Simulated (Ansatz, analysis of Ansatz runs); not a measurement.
## Reproducing a measured hyperfine coupling: [AlO4]0 centre in alpha-quartz

Aim: the hyperfine coupling of the [AlO4]0 centre in alpha-quartz, to be set beside the measurement. Set-up: r2SCAN, 108-site cell, r2SCAN lattice, 500 eV, k: the single point 1/4 1/4 1/4, started with the impurity moved along one bond. The model is a cell of 108 host atoms with 1 Si taken out and 1 Al put in. The isotropic coupling follows from the spin density at the nucleus, the nuclear g-factor and the total spin. A meta-GGA costs about twice a GGA and mends lattice constants and part of the gap.

Measured beforehand: 17O that bears the hole, isotropic, printed as -26.0 G: -72.86 MHz, by EPR (quoted in “Hybrid functional calculations of the Al impurity in α-quartz: Hole localization and electron paramagnetic resonance parameters”, 2011, Roland Gillen and John Robertson, quoting earlier work (1981)). 27Al, isotropic, printed as -5.8 G: -16.25 MHz, by EPR (quoted in “Hybrid functional calculations of the Al impurity in α-quartz: Hole localization and electron paramagnetic resonance parameters”, 2011, Roland Gillen and John Robertson, quoting earlier work (1981)). The runs below try to reproduce this.

Main program and level: Ansatz 0.2.0; plane-wave PAW DFT, r2SCAN; relaxation of all atoms of a defect supercell.

**1. Set-up**

The cell holds 108 atoms: 35 Si, 72 O and 1 Al. Cell: a = 9.844 Å, b = 14.766 Å, c = 10.830 Å, α = 90.0°, β = 90.0°, γ = 120.0°. It derives from SiO2 (space group P3_221). Nearest the centre at fractional (0.500, 0.490, 0.667): Al83 at 0.10 Å, O32 at 1.61 Å, O88 at 1.61 Å, O89 at 1.62 Å, O33 at 1.74 Å, Si100 at 3.06 Å, Si28 at 3.06 Å, Si30 at 3.06 Å.

The host's primitive cell comes from a first run (plane-wave PAW DFT, r2SCAN; relaxation of the host's cell and atoms): vectors of 4.922, 4.922 and 5.415 Å. That is 12.62 Å³ an atom, 0.4 % over the diffraction cell's volume. The supercell is built on it.

**2. Relaxation, charge 0**

Every later number rests on the structure around the defect, so the atoms are relaxed at the host's lattice first.

relax/input.yaml reads:

```yaml
relax:
  f_tol: 0.02
  max_steps: 80
  random_displacement: { amplitude: 0.01, seed: 991 }
crystal:
  lattice:
    - [9.84405413, 0.0, 0.0]
    - [-7.3830406, 12.78780143, 0.0]
    - [0.0, 0.0, 10.83028527]
  atoms:
    - { symbol: Si, position: [0.234489876, 0.0, 0.333333333] }
    - { symbol: Si, position: [0.0, 0.156326584, 0.166666667] }
[... 6 atom lines left out ...]
    - { symbol: O, position: [0.293357627, 0.285232137, 0.441025949] }
[... 2 atom lines left out ...]
    - { symbol: Si, position: [0.265510124, 0.177006749, 0.5] }
[... 2 atom lines left out ...]
    - { symbol: O, position: [0.427848206, 0.195571751, 0.558974051] }
    - { symbol: O, position: [0.134490579, 0.137761582, 0.607692616] }
    - { symbol: O, position: [0.072151794, 0.243672947, 0.774359283] }
    - { symbol: O, position: [0.293357627, 0.285232137, 0.941025949] }
    - { symbol: Si, position: [0.234489876, 0.333333333, 0.333333333] }
[... 1 atom line left out ...]
    - { symbol: Si, position: [0.265510124, 0.510340082, 0.0] }
    - { symbol: O, position: [0.206642373, 0.422993719, 0.392307384] }
[... 1 atom line left out ...]
    - { symbol: O, position: [0.427848206, 0.528905085, 0.058974051] }
[... 2 atom lines left out ...]
    - { symbol: O, position: [0.293357627, 0.618565471, 0.441025949] }
    - { symbol: Si, position: [0.234489876, 0.333333333, 0.833333333] }
    - { symbol: Si, position: [0.0, 0.489659918, 0.666666667] }
    - { symbol: Si, position: [0.265510124, 0.510340082, 0.5] }
    - { symbol: O, position: [0.206642373, 0.422993719, 0.892307384] }
    - { symbol: O, position: [0.365509421, 0.381434529, 0.725640717] }
    - { symbol: O, position: [0.422429906, 0.531798467, 0.551005655] }
    - { symbol: O, position: [0.134490579, 0.471094915, 0.607692616] }
[... 1 atom line left out ...]
    - { symbol: O, position: [0.293357627, 0.618565471, 0.941025949] }
[... 9 atom lines left out ...]
    - { symbol: Si, position: [0.234489876, 0.666666667, 0.833333333] }
    - { symbol: Si, position: [0.0, 0.822993251, 0.666666667] }
[... 2 atom lines left out ...]
    - { symbol: O, position: [0.365509421, 0.714767863, 0.725640717] }
[... 14 atom lines left out ...]
    - { symbol: Si, position: [0.5, 0.156326584, 0.666666667] }
[... 5 atom lines left out ...]
    - { symbol: O, position: [0.572151794, 0.243672947, 0.774359283] }
[... 3 atom lines left out ...]
    - { symbol: Si, position: [0.765510124, 0.510340082, 0.0] }
    - { symbol: O, position: [0.706642373, 0.422993719, 0.392307384] }
[... 3 atom lines left out ...]
    - { symbol: O, position: [0.572151794, 0.577006281, 0.274359283] }
    - { symbol: O, position: [0.793357627, 0.618565471, 0.441025949] }
    - { symbol: Si, position: [0.734489876, 0.333333333, 0.833333333] }
    - { symbol: Al, position: [0.504522284, 0.487251372, 0.673305458] }
    - { symbol: Si, position: [0.765510124, 0.510340082, 0.5] }
    - { symbol: O, position: [0.706642373, 0.422993719, 0.892307384] }
    - { symbol: O, position: [0.865509421, 0.381434529, 0.725640717] }
    - { symbol: O, position: [0.927848206, 0.528905085, 0.558974051] }
    - { symbol: O, position: [0.634490579, 0.471094915, 0.607692616] }
    - { symbol: O, position: [0.572151794, 0.577006281, 0.774359283] }
    - { symbol: O, position: [0.793357627, 0.618565471, 0.941025949] }
    - { symbol: Si, position: [0.734489876, 0.666666667, 0.333333333] }
[... 2 atom lines left out ...]
    - { symbol: O, position: [0.706642373, 0.756327053, 0.392307384] }
[... 5 atom lines left out ...]
    - { symbol: Si, position: [0.734489876, 0.666666667, 0.833333333] }
    - { symbol: Si, position: [0.5, 0.822993251, 0.666666667] }
    - { symbol: Si, position: [0.765510124, 0.843673416, 0.5] }
    - { symbol: O, position: [0.706642373, 0.756327053, 0.892307384] }
    - { symbol: O, position: [0.865509421, 0.714767863, 0.725640717] }
[... 1 atom line left out ...]
    - { symbol: O, position: [0.634490579, 0.804428249, 0.607692616] }
[... 1 atom line left out ...]
    - { symbol: O, position: [0.793357627, 0.951898804, 0.941025949] }
basis:
  ecutwfc: 500
  xc_grid: 2
hamiltonian:
  xc: r2scan
kpoints:
  mp_grid: { grid: [1, 1, 1], shift: [0.25, 0.25, 0.25] }
magnetization:
  spin_polarized: true
  initial_magnetization: 1
  spin_locking: { lock_magnetization: hard }
scf:
  occupations: { method: fermi_dirac, width: 0.01 }
  max_iter: 120
output:
  forces: true
checkpoint:
  write: "../relax.run"
  compress: false
  write_wavefunctions: true
  write_every: 100000
```

Run with:

```bash
ansatz run input.yaml --threads 2 --pin off --max-ram 4710MiB --backend cpu --events-out ev --progress --plain --runs-dir out
```

Numbers of over 12 decimals in the logs are rounded to 6 here.

The program printed:

```text
[... repeated set-up lines and file paths are left out, and long positions are rounded to six places ...]
Warning: This run holds its total moment fixed (magnetization.spin_locking.lock_magnetization: hard) and mixes its density by anderson or broyden (scf.mixing.algorithm, typed or taken by auto). [...]
Engine: ansatz 0.2.0, x86_64-unknown-linux-gnu
Pseudopotentials: kind: paw
Pseudopotential: Si, paw, valence charge 4, recommended cutoff 500 eV (meta_gga), Si.paw.azcp
Pseudopotential: O, paw, valence charge 6, recommended cutoff 500 eV (meta_gga), O.paw.azcp
Pseudopotential: Al, paw, valence charge 3, recommended cutoff 500 eV (meta_gga), Al.paw.azcp
Functional definition: r2SCAN
  parameter k0 = 0.174
  parameter k1 = 0.065
  parameter a1 = 4.9479
  exchange = r2scan_x(k0 = k0, k1 = k1, a1 = a1)
  correlation = r2scan_c
Crystal: 108 atoms, lattice volume = 1363.358 Å³
Basis set: ecut = 500 eV, 34583 PW (Γ), exchange–correlation on 144×216×160 points (8 copies of the dense FFT grid, shifted against one another)
Bands: 396, of which v1, the nominal top of the filled ones, is band 288 counted from 1 (287 counted from 0)
Symmetry: 1 space group operations
k-points: 1
Non-local potential: Si, projectors of the file, l = 0: 2, l = 1: 2, l = 2: 2
Non-local potential: O, projectors of the file, l = 0: 2, l = 1: 2, l = 2: 1
Non-local potential: Al, projectors of the file, l = 0: 2, l = 1: 2, l = 2: 1
PAW form: soft (Blöchl's): semilocal exchange-correlation on the pseudo side does not see the compensation charge
PAW frozen core: Si, regenerated for the run's functional (the file was generated under x = pbe(κ = 0.804, μ = 0.219515), c = pbe(β = 0.066725))
PAW frozen core: O, regenerated for the run's functional (the file was generated under x = pbe(κ = 0.804, μ = 0.219515), c = pbe(β = 0.066725))
PAW frozen core: Al, regenerated for the run's functional (the file was generated under x = pbe(κ = 0.804, μ = 0.219515), c = pbe(β = 0.066725))
PAW one-centre angular grid: Si, 302 points (default); XC on 160 Gauss nodes
PAW one-centre angular grid: O, 302 points (default); XC on 160 Gauss nodes
PAW one-centre angular grid: Al, 302 points (default); XC on 160 Gauss nodes
Initial density: superposition of atomic densities (chi_scale 0.1, normalization cell, long waves kept (reshape's long-wave potential 0.03 eV rms))
Starting moments: Σ|m| = 1 μB on 108 of 108 sites
Initial wavefunctions: pseudopotential atomic-orbital guess
Functional: x = r2scan, c = r2scan; τ floored in thin density (d = 2e-4 eV/Å³)
SCF iter   1: F=—  HF=-64026.331277 eV  |F-HF|=—  |Δ(HF+E_count)|=         —  Δρ=6.47e-2 (↑6.47e-2 ↓6.39e-2)  dr2=2.10e2  dr2_τ=7.02e0  dr2_m=1.25e-2  M=1.000 μB ∫|m|=1.005 μB  β_m=1.20  ethr=3.10e-3  ⟨swp⟩=6.0  Hψ=3204  notcnv=0  defer=186
preconditioner: auto → Kerker (q_TF=auto, 2.363 Å⁻¹)  [metal: Δε(μ)=0.013 eV  Ē_g=19.191 eV  σ=0.010 eV  W_gap=0.30  n_scr=302 (ndim 8)  ℏωp=24.1 eV  f_vac=0.003  D(μ)=59.86/eV (n_scr^D=530)]
spin=Collinear: Kerker preconditioning applied to the charge; magnetization (m = ρ↑ − ρ↓) channel mixes plain (no charge-response kernel on spin).
SCF iter   2: F=—  HF=-63988.472772 eV  |F-HF|=—  |Δ(HF+E_count)|=    3.79e1  Δρ=3.74e-2 (↑3.70e-2 ↓3.74e-2)  dr2=7.35e1  dr2_τ=6.92e-1  dr2_m=1.27e-1  M=1.000 μB ∫|m|=1.175 μB  β_m=1.20  ethr=3.10e-3  ⟨swp⟩=2.0  Hψ=1500  notcnv=0  defer=204  κ⁻¹=1.0e0(r=1)
SCF iter   3: F=—  HF=-63978.918674 eV  |F-HF|=—  |Δ(HF+E_count)|=    9.55e0  Δρ=1.77e-2 (↑1.76e-2 ↓1.77e-2)  dr2=9.57e0  dr2_τ=1.74e-1  dr2_m=9.83e-2  M=1.000 μB ∫|m|=1.222 μB  β_m=1.20  ethr=3.10e-3  ⟨swp⟩=3.0  Hψ=1187  notcnv=0  defer=204  κ⁻¹=8.7e-2(r=2)
SCF iter   4: F=—  HF=-63980.108372 eV  |F-HF|=—  |Δ(HF+E_count)|=    1.19e0  Δρ=1.45e-2 (↑1.17e-2 ↓1.45e-2)  dr2=5.05e0  dr2_τ=1.19e-1  dr2_m=2.39e-1  M=1.000 μB ∫|m|=1.211 μB  β_m=1.20  ethr=1.66e-3  ⟨swp⟩=2.0  Hψ=924  notcnv=0  defer=204  κ⁻¹=2.7e-2(r=3)
SCF iter   5: F=—  HF=-63980.165614 eV  |F-HF|=—  |Δ(HF+E_count)|=   5.72e-2  Δρ=1.01e-2 (↑8.98e-3 ↓1.01e-2)  dr2=2.67e0  dr2_τ=5.81e-2  dr2_m=7.42e-2  M=1.000 μB ∫|m|=1.165 μB  β_m=1.20  ethr=8.79e-4  ⟨swp⟩=2.0  Hψ=1038  notcnv=0  defer=204  κ⁻¹=1.4e-2(r=4)
SCF iter   6: F=—  HF=-63980.437468 eV  |F-HF|=—  |Δ(HF+E_count)|=   2.72e-1  Δρ=1.20e-2 (↑4.97e-3 ↓1.20e-2)  dr2=2.26e0  dr2_τ=8.05e-2  dr2_m=5.00e-1  M=1.000 μB ∫|m|=1.226 μB  β_m=1.20  ethr=4.65e-4  ⟨swp⟩=2.0  Hψ=1399  notcnv=0  defer=204  κ⁻¹=1.4e-2(r=5)
SCF iter   7: F=—  HF=-63980.656884 eV  |F-HF|=—  |Δ(HF+E_count)|=   2.19e-1  Δρ=8.91e-3 (↑2.33e-3 ↓8.91e-3)  dr2=1.64e0  dr2_τ=3.40e-2  dr2_m=2.21e-1  M=1.000 μB ∫|m|=1.209 μB  β_m=1.20  ethr=3.93e-4  ⟨swp⟩=2.0  Hψ=1038  notcnv=0  defer=204  κ⁻¹=1.7e-3(r=6)
SCF iter   8: F=—  HF=-63980.577849 eV  |F-HF|=—  |Δ(HF+E_count)|=   7.90e-2  Δρ=3.50e-3 (↑1.56e-3 ↓3.50e-3)  dr2=2.00e-1  dr2_τ=5.41e-3  dr2_m=4.42e-2  M=1.000 μB ∫|m|=1.165 μB  β_m=1.20  ethr=2.85e-4  ⟨swp⟩=2.5  Hψ=1201  notcnv=0  defer=204  κ⁻¹=1.0e-3(r=7)
SCF iter   9: F=—  HF=-63980.602264 eV  |F-HF|=—  |Δ(HF+E_count)|=   2.44e-2  Δρ=2.59e-3 (↑1.02e-3 ↓2.59e-3)  dr2=1.26e-1  dr2_τ=2.49e-3  dr2_m=1.86e-2  M=1.000 μB ∫|m|=1.158 μB  β_m=1.20  ethr=3.48e-5  ⟨swp⟩=2.0  Hψ=1201  notcnv=0  defer=204  κ⁻¹=1.8e-4(r=8)
[...]
relax step   3: F+E_penalty+E_count = -63981.99762101 eV  Δ(F+E_penalty+E_count) = -5.425e-1 eV  max|allowed force component| = 1.243e-1 eV/Å  Δτ_max = 0.1215 Å  (13 SCF iters, dr2 threshold 1.00e-4 eV, accepted)
relax step   4: F+E_penalty+E_count = -63982.00004988 eV  Δ(F+E_penalty+E_count) = -2.429e-3 eV  max|allowed force component| = 1.126e-1 eV/Å  Δτ_max = 0.0438 Å  (15 SCF iters, dr2 threshold 9.65e-7 eV, accepted)
relax step   5: F+E_penalty+E_count = -63982.00596270 eV  Δ(F+E_penalty+E_count) = -5.913e-3 eV  max|allowed force component| = 3.760e-2 eV/Å  Δτ_max = 0.0235 Å  (14 SCF iters, dr2 threshold 7.92e-7 eV, accepted)
relax step   6: F+E_penalty+E_count = -63982.00675226 eV  Δ(F+E_penalty+E_count) = -7.896e-4 eV  max|allowed force component| = 2.421e-2 eV/Å  Δτ_max = 0.0234 Å  (15 SCF iters, accepted)
[...]
relax step   7: F+E_penalty+E_count = -63982.00685218 eV  Δ(F+E_penalty+E_count) = -9.992e-5 eV  max|allowed force component| = 1.806e-2 eV/Å  Δτ_max = 0.0066 Å  (13 SCF iters, accepted)
NSCF: frozen V_eff on 1 k-points
the band table was solved once a step of the walk had ended and its energy, with any forces and stress, was formed, with the checks that follow a solve (3632 applications of the Hamiltonian). They found nothing against the state; [...]
iter 1 solved again at ethr=1.00e-12 eV; its pass at ethr=3.10e-3 eV (dr2=5.12e-9 eV) is discarded
SCF iter   1: F=—  HF=-63982.006852 eV  |F-HF|=—  |Δ(HF+E_count)|=         —  Δρ=4.33e-7 (↑4.17e-7 ↓4.33e-7)  dr2=5.12e-9  dr2_τ=1.24e-10  dr2_m=7.58e-11  M=1.000 μB ∫|m|=1.159 μB  β_m=1.20  ethr=1.00e-12  ⟨swp⟩=2.0  Hψ=2769  notcnv=0
SCF iter   2: F=-63982.006852 eV  HF=-63982.006852 eV  |F-HF|=3.21e-9  |Δ(HF+E_count)|=   2.23e-9  Δρ=3.05e-7 (↑3.05e-7 ↓3.03e-7)  dr2=2.93e-9  dr2_τ=6.30e-11  dr2_m=1.28e-11  M=1.000 μB ∫|m|=1.159 μB  ethr=1.00e-12  ⟨swp⟩=2.0  Hψ=1239  notcnv=0
SCF 8 converged in 2 iterations: F = -63982.006852 eV  dr2 = 2.93e-9
NSCF: frozen V_eff on 1 k-points
the band table was solved once a step of the walk had ended and its energy, with any forces and stress, was formed, with the checks that follow a solve (2454 applications of the Hamiltonian). They found nothing against the state; [...]
SCF converged after 2 iterations
Stability not checked: this state was not tested for a lower state beside it, because the mixer in use, unlike msr1, does not test its closes by its own steps (another_mixer; see scf.mixing.algorithm and scf.lower_state_search)
Magnetization: 1.0000 μB (288.0000 up, 287.0000 down)
Absolute magnetization: 1.1598 μB (∫|ρ↑−ρ↓|, with the PAW one-centre terms)
Spin contamination: 0.0032 ħ² per cell (⟨S²⟩ above its minimum at these occupations)
Per-site moments (μB) at R_I (Å): [(-1.3676920176311659e-5, 0.664664), (-2.264428682351625e-5, 0.664339), (-0.000138811, 0.664261), [... 105 left out ...]
Free energy (F): -63982.006852 eV
Harris-Foulkes:  -63982.006852 eV  (|F-HF|=3.21e-9)
Internal energy: -63982.006824 eV  (E = F + TS)
E sigma→0 (E₀):  -63982.006838 eV
Entropy (-TS):   -0.000028 eV (-0.000 meV/atom)
Fermi energy:    2.225394 (↑ 5.638502, ↓ 2.225394) eV
--- Per-component energies (eV) ---
  E_band       = -2897.196938
  E_kinetic    = 14559.468667
  E_local      = -35364.757643  (includes V_loc(G=0)·N_el)
  E_nonlocal   = 4235.388825
  E_hartree    = 12725.167470
  E_xc         = -7188.871007
  E_vxc        = -9515.156749  (∫ρ·V_xc dr)
  E_paw        = -30258.780826  (= ΣΔE_a)
  E_vpaw       = -2860.559767  (= ΣTr[D̂ρ^β])
  E_aug_tail   = 0.076813  (compensation charges beyond the density's cutoff)
  E_vtau       = 598.008178  (kinetic-family band-sum trace: ∫τ·v_τ [+ j·A + Jᵃ·Aᵃ] dr)
  E_ewald      = -22684.664115
  E_core_change = -5.035008  (= ΣΔE_core)
  E_smearing   = -0.000028  (= −TS)
  E_closure    = -0.000000  (closes the sum)
  Σ components = -63982.006852   (vs F -63982.006852, Δ=0.00e0)
--- Forces (eV/Å), atoms counted from 1 ---
  atom   1  Si    -0.00014067     0.00013728     0.00026334
  atom   2  Si    -0.00092589    -0.00048960    -0.00004597
  [... 25 atoms left out ...]
  atom  28  Si    -0.00207694     0.00156686     0.00386201
  [... 1 atom left out ...]
  atom  30  Si     0.00330737     0.00433785     0.00189502
  atom  31  O      0.00010227    -0.00022996    -0.00140989
  atom  32  O      0.00275107    -0.00249346     0.00108252
  atom  33  O     -0.00302235    -0.00227039    -0.00018008
  [... 49 atoms left out ...]
  atom  83  Al    -0.01229879    -0.00547872     0.00895839
  atom  84  Si     0.01804516    -0.00050941    -0.00947835
  [... 3 atoms left out ...]
  atom  88  O     -0.00166342     0.00238643     0.00134310
  atom  89  O     -0.00147242    -0.00058670     0.00005165
  [... 10 atoms left out ...]
  atom 100  Si     0.00081046     0.00618319     0.00214605
  [... 8 atoms left out ...]
  max |Σ_I F_I| component: 3.46e-3 eV/Å
--- Band table (eV) ---
  k-point 0 ↑: bands = ["-18.2358", "-18.1872", "-18.0268", "-18.0175", [... 388 left out ...] "14.9678", "14.9812", "15.0066", "15.0272"]
  k-point 0 ↓: bands = ["-18.2307", "-18.1770", "-18.0187", "-18.0125", [... 388 left out ...] "14.9741", "14.9872", "15.0108", "15.0323"]
--- Relaxed structure (7 steps of the walk, 7 accepted, 0 SCFs on fresh bases) ---
  F+E_penalty+E_count = -63982.00685218 eV   max|allowed force component| = 1.806e-2 eV/Å
  atoms:
    - { symbol: Si, position: [0.235570, 0.001251, 0.335322] }
    - { symbol: Si, position: [-0.002761, 0.155185, 0.166660] }
    [... 25 atoms left out ...]
    - { symbol: Si, position: [0.226169, 0.328863, 0.835597] }
    [... 1 atom left out ...]
    - { symbol: Si, position: [0.266583, 0.511670, 0.497462] }
    - { symbol: O, position: [0.202693, 0.421117, 0.893294] }
    - { symbol: O, position: [0.352207, 0.369162, 0.726407] }
    - { symbol: O, position: [0.432272, 0.530832, 0.548786] }
    [... 49 atoms left out ...]
    - { symbol: Al, position: [0.501152, 0.484213, 0.666479] }
    - { symbol: Si, position: [0.775028, 0.511727, 0.497059] }
    [... 3 atoms left out ...]
    - { symbol: O, position: [0.649192, 0.467525, 0.606426] }
    - { symbol: O, position: [0.571875, 0.577980, 0.782651] }
    [... 10 atoms left out ...]
    - { symbol: Si, position: [0.736432, 0.668876, 0.836043] }
    [... 8 atoms left out ...]
```

The job ended after 12 min (2 threads of AMD EPYC 9R45, shared host; peak memory 4.4 GiB; 25 min of CPU time).

(Continued in part 2 of 2.)

[Logs are printed without paths, hosts, clocks, repeated set-up lines and the standing remarks that a program may print on its own settings, such as how far it seeks lower states.]

[Hosts, paths, dates, database ids (printed as entryN), source tags and the programs' standing remarks are cut or masked in the printed files.]

[For some hosts the program warned that the k-mesh of the response run may be too coarse for force constants and the static dielectric constant; such warnings are not shown here.]
